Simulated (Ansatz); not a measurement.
Computed results, one entry a study.

```
! title: A low-energy model for SrTiO3 (Tausonite): bands, U and J
! method: DFT, LDA, plane waves, PAW (and 1 further level or step)
! program: Ansatz 0.2.0
! settings of one run: cutoff 420 eV, 6×6×6 k-mesh, smearing width 0.08 eV, default PAW, coordination {"Ti": "octahedral"}, magnetic state non-magnetic by constraint
! cost: 3 runs, 14 min in all on 4 threads of Arm Neoverse V1, shared host (the runs of this entry)
! notes: The cell and positions come from the Crystallography Open Database and are kept as given unless a step says otherwise. Limits: no spin-orbit coupling.
! Ti t2g: U 3.26 eV, U′ 2.44 eV, J 0.40 eV, bare V 15.3 eV
! Ti t2g + anion p: U 6.34 eV, U′ 5.25 eV, J 0.55 eV, bare V 18.0 eV
! method: constrained RPA on non-magnetic LDA, 6×6×6 mesh, static; search for lower states off
CELL_PARAMETERS angstrom
-3.90528 0.00000 0.00000
0.00000 0.00000 -3.90528
0.00000 -3.90528 0.00000
ATOMIC_POSITIONS crystal
Sr 0.50000 0.50000 0.50000
Ti 0.00000 0.00000 0.00000
O 0.50000 0.00000 0.00000
O 0.00000 0.50000 0.00000
O 0.00000 0.00000 0.50000
```

[Paths, hosts, dates, memory and timing lines, banners, echoed tables and standing remarks are left out of the program output.]

[Logs are printed without paths, hosts, clocks, repeated set-up lines and the standing remarks that a program may print on its own settings, such as how far it seeks lower states.]

[Runs of the session that timed out or met a known fault of the program may be left out.]

[Hosts, paths, dates, database ids (printed as entryN), source tags and the programs' standing remarks are cut or masked in the printed files.]
